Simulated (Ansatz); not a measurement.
# (SrO)2(LiCl)2 [001] superlattice, started as rocksalt type: from the cell to its phonons

Aim: the vibrations of (SrO)2(LiCl)2 [001] superlattice, started as rocksalt type, their spectra, and whether the structure is stable.

Program: Ansatz 0.2.0. Level of theory: DFT LDA, scalar-relativistic, plane waves, PAW. Results are calculated unless marked as measured.

The structure was built from a prototype and need not be the compound's stable phase.

## (1) The starting structure

It takes space group P4/nmm (No. 129, tetragonal). Conventional cell: a = 3.642 Å, b = 3.642 Å, c = 10.300 Å, α = 90.00°, β = 90.00°, γ = 90.00°. Nearest to Cl lie 1 Sr at 2.58 Å and 5 Li at 2.58 Å. Nearest to Li lie 5 Cl at 2.58 Å and 1 O at 2.58 Å. O has 5 Sr at 2.58 Å and 1 Li at 2.58 Å nearest. Nearest to Sr lie 5 O at 2.58 Å and 1 Cl at 2.58 Å. Farther neighbours and most contacts between anions are not listed.

## (2) Coarse relaxation

The start is far from rest, so a relaxation with loose tolerances brings it close first.

Input file input.yaml:

```yaml
crystal:
  lattice:
    - [2.575, 2.575, 0.0]
    - [-2.575, 2.575, 0.0]
    - [0.0, 0.0, 10.3]
  atoms:
    - { symbol: Cl, position: [0.5, 0.5, 0.5] }
    - { symbol: Cl, position: [0.0, 0.0, 0.75] }
    - { symbol: Li, position: [0.0, 0.0, 0.5] }
    - { symbol: Li, position: [0.5, 0.5, 0.75] }
    - { symbol: O, position: [0.5, 0.5, 0.0] }
    - { symbol: O, position: [0.0, 0.0, 0.25] }
    - { symbol: Sr, position: [0.0, 0.0, 0.0] }
    - { symbol: Sr, position: [0.5, 0.5, 0.25] }
kpoints:
  mp_grid: { grid: [6, 6, 2] }
hamiltonian:
  xc: lda
scf:
  occupations: { method: gaussian, width: 0.1 }
output:
  forces: true
  stress: true
  eigenvalues: true
relax:
  adjacent_minimum: "off"
  f_tol: 0.05
  max_steps: 80
  cell: { stress_tol: 0.5 }
```

On the command line:

```bash
ansatz run input.yaml --threads 8 --pin off --max-ram 14336MiB --backend cpu --events-out ev --progress --plain --runs-dir out
```

Numbers of over 12 decimals in the logs are rounded to 6 here.

The log of the run:

```text
The last accepted step is kept in <dir> (removed where the run ends without a failure and the disk answers)
Engine: ansatz 0.2.0, x86_64-unknown-linux-gnu
Pseudopotentials: kind: paw
Pseudopotential: Cl, paw, valence charge 7, recommended cutoff 420 eV (normal), Cl.paw.azcp
Pseudopotential: Li, paw, valence charge 3, recommended cutoff 420 eV (normal), Li.paw.azcp
[...]
- [2.504291, 2.504291, 0.0]
    - [-2.504291, 2.504291, 0.0]
    - [0.0, 0.0, 10.299325]
  atoms:
    - { symbol: Cl, position: [0.5, 0.5, 0.512079] }
    - { symbol: Cl, position: [0, 0, 0.737921] }
    - { symbol: Li, position: [0, 0, 0.459394] }
    - { symbol: Li, position: [0.5, 0.5, 0.790606] }
    - { symbol: O, position: [0.5, 0.5, -0.00147214] }
    - { symbol: O, position: [0, 0, 0.251472] }
    - { symbol: Sr, position: [0, 0, 0.00498062] }
    - { symbol: Sr, position: [0.5, 0.5, 0.245019] }
[key lines of the parts left out:]
SCF converged after 7 iterations
Free energy (F): -10504.213151 eV
Fermi energy:    7.226458 eV
P = ⅓ Tr σ = -0.0475 GPa (-0.475 kbar)
```

Elapsed: 4 s, on 8 threads of AMD EPYC 9R45 (Zen 5), shared host; peak memory 0.63 GiB.

The steps of the relaxation:

| step | energy less that of the first step (eV) | largest force component (eV/Å) | pressure (GPa) | volume (Å³) |
| --- | --- | --- | --- | --- |
| 1 | 0.0000 | 2.0272 | -1.95 | 136.59 |
| 2 | -0.5127 | 1.3807 | 0.56 | 127.94 |
| 3 | -0.6662 | 0.3119 | -0.25 | 129.08 |
| 4 | -0.6877 | 0.1609 | -0.11 | 128.99 |
| 5 | -0.7209 | 0.1113 | 0.53 | 127.99 |
| 6 | -0.7335 | 0.0429 | 0.54 | 128.31 |
| 7 | -0.7325 | 0.0245 | -0.35 | 129.98 |
| 8* | -0.7243 | 0.0248 | -0.45 | 129.98 |
| 9 | -0.7268 | 0.0079 | -0.04 | 129.18 |
| 10* | -0.7257 | 0.0079 | -0.05 | 129.18 |

Relaxation steps marked * repeat the geometry before them on a plane-wave basis chosen anew for their cell, so energy and pressure can jump there.

Forces are held to the 16 operations that the run works with; a distortion that breaks them can't arise in this run.

| conventional cell, symmetrised | before | after | change |
| --- | --- | --- | --- |
| a (Å) | 3.642 | 3.542 | -2.7 % |
| b (Å) | 3.642 | 3.542 | -2.7 % |
| c (Å) | 10.300 | 10.299 | -0.0 % |
| volume (Å³/atom) | 17.07 | 16.15 | -5.4 % |

The atoms that moved most (Å, as changes of fractional coordinates times the final cell):

| atom | dx | dy | dz | length |
| --- | --- | --- | --- | --- |
| Li3 | 0.000 | 0.000 | -0.418 | 0.418 |
| Li4 | 0.000 | 0.000 | 0.418 | 0.418 |
| Cl1 | 0.000 | 0.000 | 0.124 | 0.124 |
| Cl2 | 0.000 | 0.000 | -0.124 | 0.124 |
| Sr7 | 0.000 | 0.000 | 0.051 | 0.051 |
| Sr8 | 0.000 | 0.000 | -0.051 | 0.051 |
| O5 | 0.000 | 0.000 | -0.015 | 0.015 |
| O6 | 0.000 | 0.000 | 0.015 | 0.015 |

A gap read on the k-mesh alone can miss the band edges.

Numbers from this step:

- pressure: -0.04754 GPa
- gap on the k-mesh: 3.547 eV
- volume per atom: 16.15 Å³
- direct gap on mesh: 3.552 eV

In this step the volume went from 17.07 to 16.15 Å³/atom.

## (3) Bringing the structure to rest

The cell and atoms are relaxed, since residual forces and stress would shift the frequencies.

Input file input.yaml:

```yaml
crystal:
  lattice:
    - [2.5042905392, 2.5042905392, 0.0]
    - [-2.5042905392, 2.5042905392, 0.0]
    - [0.0, 0.0, 10.2993254208]
  atoms:
    - { symbol: Cl, position: [0.5, 0.5, 0.5120791716] }
    - { symbol: Cl, position: [0.0, 0.0, 0.7379208284] }
    - { symbol: Li, position: [0.0, 0.0, 0.4593943435] }
    - { symbol: Li, position: [0.5, 0.5, 0.7906056565] }
    - { symbol: O, position: [0.5, 0.5, -0.0014721438] }
    - { symbol: O, position: [0.0, 0.0, 0.2514721438] }
    - { symbol: Sr, position: [0.0, 0.0, 0.0049806191] }
    - { symbol: Sr, position: [0.5, 0.5, 0.2450193809] }
kpoints:
  mp_grid: { grid: [6, 6, 2] }
hamiltonian:
  xc: lda
scf:
  occupations: { method: gaussian, width: 0.02 }
output:
  forces: true
  stress: true
  eigenvalues: true
relax:
  adjacent_minimum: "off"
  f_tol: 0.005
  max_steps: 80
  cell: { stress_tol: 0.05 }
```

The log of the run:

```text
[...]
Crystal: 8 atoms, lattice volume = 129.184 Å³
Basis set: ecut = 420 eV, 2511 PW (Γ)
Bands: 34, of which v1, the nominal top of the filled ones, is band 26 counted from 1 (25 counted from 0)
Symmetry: 16 space group operations
[...]
k-points: 20 of 72
[...]
- [2.502348, 2.502348, 0.0]
    - [-2.502348, 2.502348, 0.0]
    - [0.0, 0.0, 10.316755]
  atoms:
    - { symbol: Cl, position: [0.5, 0.5, 0.511596] }
    - { symbol: Cl, position: [0, 0, 0.738404] }
    - { symbol: Li, position: [0, 0, 0.458982] }
    - { symbol: Li, position: [0.5, 0.5, 0.791018] }
    - { symbol: O, position: [0.5, 0.5, -0.00143763] }
    - { symbol: O, position: [0, 0, 0.251438] }
    - { symbol: Sr, position: [0, 0, 0.00505875] }
    - { symbol: Sr, position: [0.5, 0.5, 0.244941] }
[key lines of the parts left out:]
SCF converged after 8 iterations
Free energy (F): -10504.213193 eV
Fermi energy:    7.223897 eV
P = ⅓ Tr σ = -0.0017 GPa (-0.017 kbar)
```

The job ended after 1.8 s (8 threads; peak memory 0.62 GiB; 10 s of CPU time).

Relaxation path:

| step | energy less that of the first step (eV) | largest force component (eV/Å) | pressure (GPa) | volume (Å³) |
| --- | --- | --- | --- | --- |
| 1 | 0.0000 | 0.0079 | -0.05 | 129.18 |
| 2 | -0.0002 | 0.0070 | 0.02 | 129.14 |
| 3 | -0.0001 | 0.0131 | 0.01 | 129.17 |
| 4 | -0.0001 | 0.0020 | 0.00 | 129.20 |
| 5* | 0.0000 | 0.0020 | 0.00 | 129.20 |

Relaxation steps marked * repeat the geometry before them on a plane-wave basis chosen anew for their cell, so energy and pressure can jump there.

Forces are held to the 16 operations that the run works with; a distortion that breaks them can't arise in this run.

| conventional cell, symmetrised | before | after | change |
| --- | --- | --- | --- |
| a (Å) | 3.542 | 3.539 | -0.1 % |
| b (Å) | 3.542 | 3.539 | -0.1 % |
| c (Å) | 10.299 | 10.317 | +0.2 % |
| volume (Å³/atom) | 16.15 | 16.15 | +0.0 % |

Numbers from this step:

| Item | Value |
| --- | --- |
| pressure | -0.001710 GPa |
| direct gap on mesh | 3.551 eV |

In this step the volume went from 16.15 to 16.15 Å³/atom.

## (4) Tight relaxation

Phonons need a cell at rest on their own settings, so the relaxation is repeated with tight tolerances on forces and stress, using the mesh and the filling of the phonon run that follows.

Input file input.yaml:

```yaml
crystal:
  lattice:
    - [2.5023482207, 2.5023482207, 0.0]
    - [-2.5023482207, 2.5023482207, 0.0]
    - [0.0, 0.0, 10.3167545708]
  atoms:
    - { symbol: Cl, position: [0.5, 0.5, 0.5115961899] }
    - { symbol: Cl, position: [0.0, 0.0, 0.7384038101] }
    - { symbol: Li, position: [0.0, 0.0, 0.4589821233] }
    - { symbol: Li, position: [0.5, 0.5, 0.7910178767] }
    - { symbol: O, position: [0.5, 0.5, -0.0014376256] }
    - { symbol: O, position: [0.0, 0.0, 0.2514376256] }
    - { symbol: Sr, position: [0.0, 0.0, 0.0050587536] }
    - { symbol: Sr, position: [0.5, 0.5, 0.2449412464] }
kpoints:
  mp_grid: { grid: [8, 8, 2] }
hamiltonian:
  xc: lda
scf:
  occupations: { method: fixed }
output:
  forces: true
  stress: true
  eigenvalues: true
relax:
  adjacent_minimum: "off"
  f_tol: 0.001
  max_steps: 60
  cell: { stress_tol: 0.01 }
```

The log of the run:

```text
[...]
Crystal: 8 atoms, lattice volume = 129.202 Å³
Basis set: ecut = 420 eV, 2519 PW (Γ)
Bands: 34, of which v1, the nominal top of the filled ones, is band 26 counted from 1 (25 counted from 0)
Symmetry: 16 space group operations
[...]
k-points: 30 of 128
[...]
- [2.502298, 2.502298, 0]
    - [-2.502298, 2.502298, 0]
    - [0, 0, 10.317168]
  atoms:
    - { symbol: Cl, position: [0.5, 0.5, 0.511569] }
    - { symbol: Cl, position: [0, 0, 0.738431] }
    - { symbol: Li, position: [0, 0, 0.458930] }
    - { symbol: Li, position: [0.5, 0.5, 0.791070] }
    - { symbol: O, position: [0.5, 0.5, -0.0013988] }
    - { symbol: O, position: [0, 0, 0.251399] }
    - { symbol: Sr, position: [0, 0, 0.00506291] }
    - { symbol: Sr, position: [0.5, 0.5, 0.244937] }
[key lines of the parts left out:]
SCF converged after 10 iterations
Free energy (F): -10504.213379 eV
Fermi energy:    5.450220 eV
P = ⅓ Tr σ = 0.0020 GPa (0.020 kbar)
```

Run time: 1.9 s. Hardware: 8 threads; peak memory 0.65 GiB; 12 s of CPU time.

Little changed from the start: no atom moved by 0.005 Å and no cell edge by 0.1 %.

This step gave:

| Property | Result |
| --- | --- |
| pressure | 0.002006 GPa |
| direct gap on mesh | 3.552 eV |

The largest force component left is 0.80 meV/Å and the pressure is 0.002 GPa, within the tolerances set. The cell now holds 16.15 Å³/atom.

(Part 1 of 2 ends here.)

[Logs are printed without paths, hosts, clocks, repeated set-up lines and the standing remarks that a program may print on its own settings, such as how far it seeks lower states.]

[Hosts, paths, dates, database ids (printed as entryN), source tags and the programs' standing remarks are cut or masked in the printed files.]
